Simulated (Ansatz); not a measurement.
# Free carriers and the phonons of C (Fd-3m, 2 atoms in the cell)

Aim: how far do free carriers move the optical modes of C (Fd-3m, 2 atoms in the cell)?

Main program and level: Ansatz 0.2.0; DFT LDA, scalar-relativistic, plane waves, PAW; PAW set soft_1.

This is a report of a sequence of runs, with most program output left out.

**1. Set-up**

It takes space group Fd-3m (No. 227, cubic). Conventional cell: a = 3.567 Å, b = 3.567 Å, c = 3.567 Å, α = 90.00°, β = 90.00°, γ = 90.00°. Nearest to C lie 4 C at 1.54 Å.

**2. A rough relaxation first**

The start is far from rest, so a relaxation with loose tolerances brings it close first.

input.yaml

```yaml
crystal:
  lattice:
    - [0.0, 1.78337, 1.78337]
    - [1.78337, 0.0, 1.78337]
    - [1.78337, 1.78337, 0.0]
  atoms:
    - { symbol: C, position: [0.5, 0.5, 0.5] }
    - { symbol: C, position: [0.75, 0.75, 0.75] }
kpoints:
  mp_grid: { grid: [10, 10, 10] }
hamiltonian:
  xc: lda
  pseudopotentials: { kind: paw, azcp: { folder: soft_1 }, xc_functional: pbe }
scf:
  occupations: { method: gaussian, width: 0.1 }
output:
  forces: true
  stress: true
  eigenvalues: true
relax:
  adjacent_minimum: "off"
  f_tol: 0.05
  max_steps: 80
  cell: { stress_tol: 0.5 }
```

The run is started by

```sh
$ ansatz run input.yaml --threads 4 --pin off --max-ram 16384MiB --backend cpu --events-out ev --progress --plain --runs-dir out
```

Run time: 0.76 s. Hardware: 4 threads of Intel Xeon Platinum 8375C at 2.90GHz (Ice Lake), shared host; peak memory 0.27 GiB.

Relaxation path:

```tsv
step	energy less that of the first step (eV)	largest force component (eV/Å)	pressure (GPa)	volume (Å³)
1	0.0000	0.0000	-13.21	11.34
2	-0.0128	0.0000	-5.19	11.14
3	-0.0155	0.0000	0.20	11.01
4*	-0.0141	0.0000	-0.01	11.01
```

Relaxation steps marked * repeat the geometry before them on a plane-wave basis chosen anew for their cell, so energy and pressure can jump there.

The run keeps the 48 symmetry operations that it works with, so distortions that break them were not tested.

```tsv
conventional cell, symmetrised	before	after	change
a (Å)	3.567	3.531	-1.0 %
b (Å)	3.567	3.531	-1.0 %
c (Å)	3.567	3.531	-1.0 %
volume (Å³/atom)	5.67	5.51	-2.9 %
```

The relaxed structure:

```
C
1.0
     0.00000    1.76575    1.76575
     1.76575    0.00000    1.76575
     1.76575    1.76575    0.00000
C
2
Direct
  0.50000 0.50000 0.50000
  0.75000 0.75000 0.75000
```

This step gave:

- pressure: -0.01498 GPa
- gap on the k-mesh: 4.211 eV
- volume per atom: 5.505 Å³

In this step the volume went from 5.67 to 5.51 Å³/atom.

**3. Relaxation**

The cell and atoms are relaxed, since residual forces and stress would shift the frequencies.

input.yaml

```yaml
crystal:
  lattice:
    - [0.0, 1.7657494264, 1.7657494264]
    - [1.7657494264, 0.0, 1.7657494264]
    - [1.7657494264, 1.7657494264, 0.0]
  atoms:
    - { symbol: C, position: [0.5, 0.5, 0.5] }
    - { symbol: C, position: [0.75, 0.75, 0.75] }
kpoints:
  mp_grid: { grid: [12, 12, 12] }
hamiltonian:
  xc: lda
  pseudopotentials: { kind: paw, azcp: { folder: soft_1 }, xc_functional: pbe }
scf:
  occupations: { method: gaussian, width: 0.02 }
output:
  forces: true
  stress: true
  eigenvalues: true
  write_density: true
  write_potential: true
  elf: true
  volumetric_format: npy
relax:
  adjacent_minimum: "off"
  f_tol: 0.005
  max_steps: 80
  cell: { stress_tol: 0.05 }
```

The job ended after 0.57 s (4 threads; peak memory 0.29 GiB; 1.5 s of CPU time).

Little changed from the start: no atom moved by 0.005 Å and no cell edge by 0.1 %.

Numbers from this step:

```yaml
pressure: -0.02143 GPa
gap_on_the_k_mesh: 4.202 eV
```

ELF in the ac plane of a cell with a along [110], b along [-110] and c along [001] of the cube at fractional y = 0.000, with atoms of C within 0.2 Å of it. It is the smooth field of the valence electrons, not physical close to the nuclei.

Ten even steps from '_' (0.03) to '@' (0.90), each cell a mean:
```
::++==::--++--::++==::--++--
**==..____--++**==..____--++
::..________::::..________::
______....__________....____
__..--++==::____..--++==::__
..--++======::..--++======::
++##++..::##**++##++..::##**
**@@%%++##@@%%**@@%%++##@@%%
..**%%**##%%--..**%%**##%%--
```
Columns run along a (5.0 Å), rows up along c (3.5 Å), edges of the conventional cell, whose origin can differ from the input's. Atoms in or near the plane, at fractional coordinates: C at (0.00, 0.00), C at (0.50, 0.00), C at (0.25, 0.25), C at (0.75, 0.25).

Electrostatic potential energy in the ac plane of a cell with a along [110], b along [-110] and c along [001] of the cube at fractional y = 0.000, with atoms of C within 0.2 Å of it. With pseudopotentials it is smooth inside the atoms' cores, unlike the true potential.

Ten even steps from '0' (-49 eV) to '9' (15 eV), each cell a mean:
```
14899721489972
78999977899997
99999999999999
99999999999999
99988999998899
99624899962489
98301699830169
46523654652365
03888610388861
```
Columns run along a (5.0 Å; values clipped at the 3rd and 97th percentile), rows up along c (3.5 Å), edges of the conventional cell, whose origin can differ from the input's. Atoms in or near the plane, at fractional coordinates: C at (0.00, 0.00), C at (0.50, 0.00), C at (0.25, 0.25), C at (0.75, 0.25).

Valence density in the ac plane of a cell with a along [110], b along [-110] and c along [001] of the cube at fractional y = 0.000, with atoms of C within 0.2 Å of it. It is the smooth field of the valence electrons, not physical close to the nuclei.

Ten even steps from '_' (0.1 e/Å³) to '@' (1.8 e/Å³), each cell a mean:
```
@@**::....==%%@@**::....==%%
++::______..==++::______..==
..__________....__________..
____________________________
____::--::..______::--::..__
__..++%%##--..__..++%%##--..
::==%%@@@@**--::==%%@@@@**--
##%%@@@@@@@@%%##%%@@@@@@@@%%
@@@@**==++##@@@@@@**==++##@@
```
Columns run along a (5.0 Å), rows up along c (3.5 Å), edges of the conventional cell, whose origin can differ from the input's. Atoms in or near the plane, at fractional coordinates: C at (0.00, 0.00), C at (0.50, 0.00), C at (0.25, 0.25), C at (0.75, 0.25).

In this step the volume went from 5.51 to 5.51 Å³/atom.

**4. Tight relaxation**

Phonons need small forces and stress, so the relaxation is finished with tight tolerances on 12×12×12 k points.

input.yaml, the sections that differ from step 3:

```yaml
scf:
  occupations: { method: fixed }
output:
  forces: true
  stress: true
  eigenvalues: true
relax:
  adjacent_minimum: "off"
  f_tol: 0.001
  max_steps: 60
  cell: { stress_tol: 0.01 }
# crystal, kpoints, hamiltonian: as in step 3
```

Run time: 0.61 s. Hardware: 4 threads; peak memory 0.29 GiB.

Little changed from the start: no atom moved by 0.005 Å and no cell edge by 0.1 %.

Numbers from this step:

- pressure: -0.008565 GPa

The forces vanish by symmetry and the pressure is -0.009 GPa, within the tolerances set. The cell now holds 5.51 Å³/atom.

**5. Ground state of a member: no carriers**

The cell of the neutral crystal is kept with no carriers. The bands are sampled on 42×42×42 points with Fermi-Dirac filling of 0.03 eV.

input.yaml, the sections that differ from step 4:

```yaml
crystal:
  lattice:
    - [0.0, 1.7657332855, 1.7657332855]
    - [1.7657332855, 0.0, 1.7657332855]
    - [1.7657332855, 1.7657332855, 0.0]
  atoms:
    - { symbol: C, position: [0.5, 0.5, 0.5] }
    - { symbol: C, position: [0.75, 0.75, 0.75] }
kpoints:
  mp_grid: { grid: [42, 42, 42] }
scf:
  occupations: { method: fermi_dirac, width: 0.03 }
# hamiltonian, output: as in step 4
# relax: removed
```

Wall time 2.8 s (4 threads); peak memory 0.53 GiB.

The forces vanish by symmetry.

**6. Zone-centre modes of the member: no carriers**

Phonons follow from the second derivative of the energy, found here by linear response.

The zone-centre modes follow for no carriers.

input.yaml: that of step 5 with these lines changed.

```diff
@@ -16,4 +16,4 @@
 output:
-  forces: true
-  stress: true
   eigenvalues: true
+phonons:
+  method: dfpt
```

It took 29 s on 4 threads; peak memory 1.8 GiB.

Numbers from this step:

| Property | Result |
| --- | --- |
| sum-rule residual before enforcement | 2.03e-5 eV/Å² |
| point group | m-3m |
| highest optical mode at the zone centre (no LO-TO term) | 1323 cm⁻¹ |
| lowest optical zone-centre mode | 1323 cm⁻¹ |

Patterns of degenerate modes are one choice out of their space. Modes at Γ:

```tsv
mode	frequency (cm⁻¹)	symmetry
1	0.0	acoustic
2	0.0	acoustic
3	0.0	acoustic
4	1322.6	T2g
5	1322.6	T2g
6	1322.6	T2g
```

Displacements in mode 4 (1322.6 cm⁻¹), the largest set to 1:
```
C1   0.00  0.00 -1.00
C2   0.00  0.00  1.00
```

The optical mode lies at 1322.6 cm⁻¹.

The highest mode in this list at Γ lies at 1322.6 cm⁻¹.

**7. Ground state of a member: 15 × 10²⁰ holes per cm³**

The cell of the neutral crystal is kept with 15 × 10²⁰ holes per cm³, balanced by a uniform background. The bands are sampled on 42×42×42 points with Fermi-Dirac filling of 0.03 eV.

input.yaml: that of step 6 with these lines changed.

```diff
@@ -8,2 +8,3 @@
     - { symbol: C, position: [0.75, 0.75, 0.75] }
+total_charge: 0.016516
 kpoints:
@@ -16,4 +17,4 @@
 output:
+  forces: true
+  stress: true
   eigenvalues: true
-phonons:
-  method: dfpt
```

Elapsed: 3.5 s, on 4 threads; peak memory 0.53 GiB; 12 s of CPU time.

The forces vanish by symmetry.

**8. Modes of this member: 15 × 10²⁰ holes per cm³**

The zone-centre modes follow for 15 × 10²⁰ holes per cm³.

input.yaml: that of step 7 with these lines changed.

```diff
@@ -17,4 +17,4 @@
 output:
-  forces: true
-  stress: true
   eigenvalues: true
+phonons:
+  method: dfpt
```

Elapsed: 33 s, on 4 threads; peak memory 1.8 GiB.

Numbers from this step:

```
sum-rule residual before enforcement                    : 2.00e-5 eV/Å²
highest optical mode at the zone centre (no LO-TO term) : 1157 cm⁻¹
lowest optical zone-centre mode                         : 1157 cm⁻¹
```

Patterns of degenerate modes are one choice out of their space. Modes at Γ:

```tsv
mode	frequency (cm⁻¹)	symmetry
1	0.0	acoustic
2	0.0	acoustic
3	0.0	acoustic
4	1157.0	T2g
5	1157.0	T2g
6	1157.0	T2g
```

The optical mode lies at 1157.0 cm⁻¹.

Between step 6 and this run (carriers -15 × 10²⁰ cm⁻³) the value for the highest optical mode at the zone centre (no LO-TO term) moves from 1323 cm⁻¹ to 1157 cm⁻¹ (-13 %).

**9. A check on a coarser mesh: 2 × 10²⁰ holes per cm³**

To see what the mesh is worth, the run for 2 × 10²⁰ holes per cm³ is repeated on 34×34×34 points.

input.yaml: that of step 8 with these lines changed.

```diff
@@ -8,5 +8,5 @@
     - { symbol: C, position: [0.75, 0.75, 0.75] }
-total_charge: 0.016516
+total_charge: 0.002202
 kpoints:
-  mp_grid: { grid: [42, 42, 42] }
+  mp_grid: { grid: [34, 34, 34] }
 hamiltonian:
```

Run time: 24 s. Hardware: 4 threads; peak memory 1.1 GiB.

This step gave:

```yaml
sum_rule_residual_before_enforcement: 2.56e-5 eV/Å²
highest_optical_mode_at_the_zone_centre_no_lo_to_term: 1251 cm⁻¹
lowest_optical_zone_centre_mode: 1251 cm⁻¹
```

The highest mode comes at 1251.2 cm⁻¹, against 1247.9 cm⁻¹ on 42×42×42 points.

**10. A check on a coarser mesh: 10 × 10²⁰ holes per cm³**

To see what the mesh is worth, the run for 10 × 10²⁰ holes per cm³ is repeated on 34×34×34 points.

input.yaml: that of step 9 with these lines changed.

```diff
@@ -8,3 +8,3 @@
     - { symbol: C, position: [0.75, 0.75, 0.75] }
-total_charge: 0.002202
+total_charge: 0.01101
 kpoints:
```

Elapsed: 13 s, on 4 threads; peak memory 1.1 GiB; 43 s of CPU time.

Numbers from this step:

- sum-rule residual before enforcement: 2.39e-5 eV/Å²
- highest optical mode at the zone centre (no LO-TO term): 1186 cm⁻¹
- lowest optical zone-centre mode: 1186 cm⁻¹

The highest mode comes at 1185.9 cm⁻¹, against 1184.5 cm⁻¹ on 42×42×42 points.

**11. All members side by side**

The members are set side by side, also those not shown above.

Electrons count positive and holes negative; without the LO-TO term; modes are tracked from the neutral crystal by their patterns, and those within 0.3 cm⁻¹ of each other stand once; the cell of the neutral crystal is kept and the atoms are relaxed where symmetry leaves them free; all runs use 42×42×42 k points and Fermi-Dirac smearing of 0.03 eV. Optical modes along the series:

```tsv
carriers (10²⁰ cm⁻³)	mode 4 T2g (cm⁻¹)
-15	1157
-10	1185
-6	1209
-4	1226
-2	1248
-1	1273
0	1323
```

**12. Outcome**

```
members                          : 7
mode                             : mode 4 T2g
its frequency without carriers   : 1322.59 cm⁻¹
its frequency at -15 × 10²⁰ cm⁻³ : 1157.03 cm⁻¹
```

What this shows: At 15 × 10²⁰ holes per cm³ the optical mode has moved by -165.56 cm⁻¹ from 1322.59 cm⁻¹. At 2 and 10 × 10²⁰ cm⁻³ the coarser mesh moves the optical modes by up to 3.33 cm⁻¹, a measure of the error left by the mesh there. The response is adiabatic: the carriers follow the ions at once. Where they cannot, as for a zone-centre mode faster than their scattering, measured shifts differ, and line shapes are not given here. A static distortion lets holes move between the bands that it splits, which a fast mode allows only in part, so this softening can be well above the one seen in Raman spectra. The background stands for dopants without their size, scattering or local bonds, and the cell is that of the neutral crystal, although carriers also change the volume at rest, which would shift the modes as well. Spin-orbit coupling, which splits the valence bands that hold the holes, is left out. These are harmonic frequencies of a static lattice, with warm electrons: anharmonic shifts, linewidths and thermal expansion are left out. The PAW files were made for PBE; the program adapts parts of them to the functional of the run, but their partial waves stay those of PBE, an approximation that was not tested in this session. Only the zone centre was solved, so an instability at another wavevector cannot show here.

[Logs are printed without paths, hosts, clocks, repeated set-up lines and the standing remarks that a program may print on its own settings, such as how far it seeks lower states.]

[Hosts, paths, dates, database ids (printed as entryN), source tags and the programs' standing remarks are cut or masked in the printed files.]
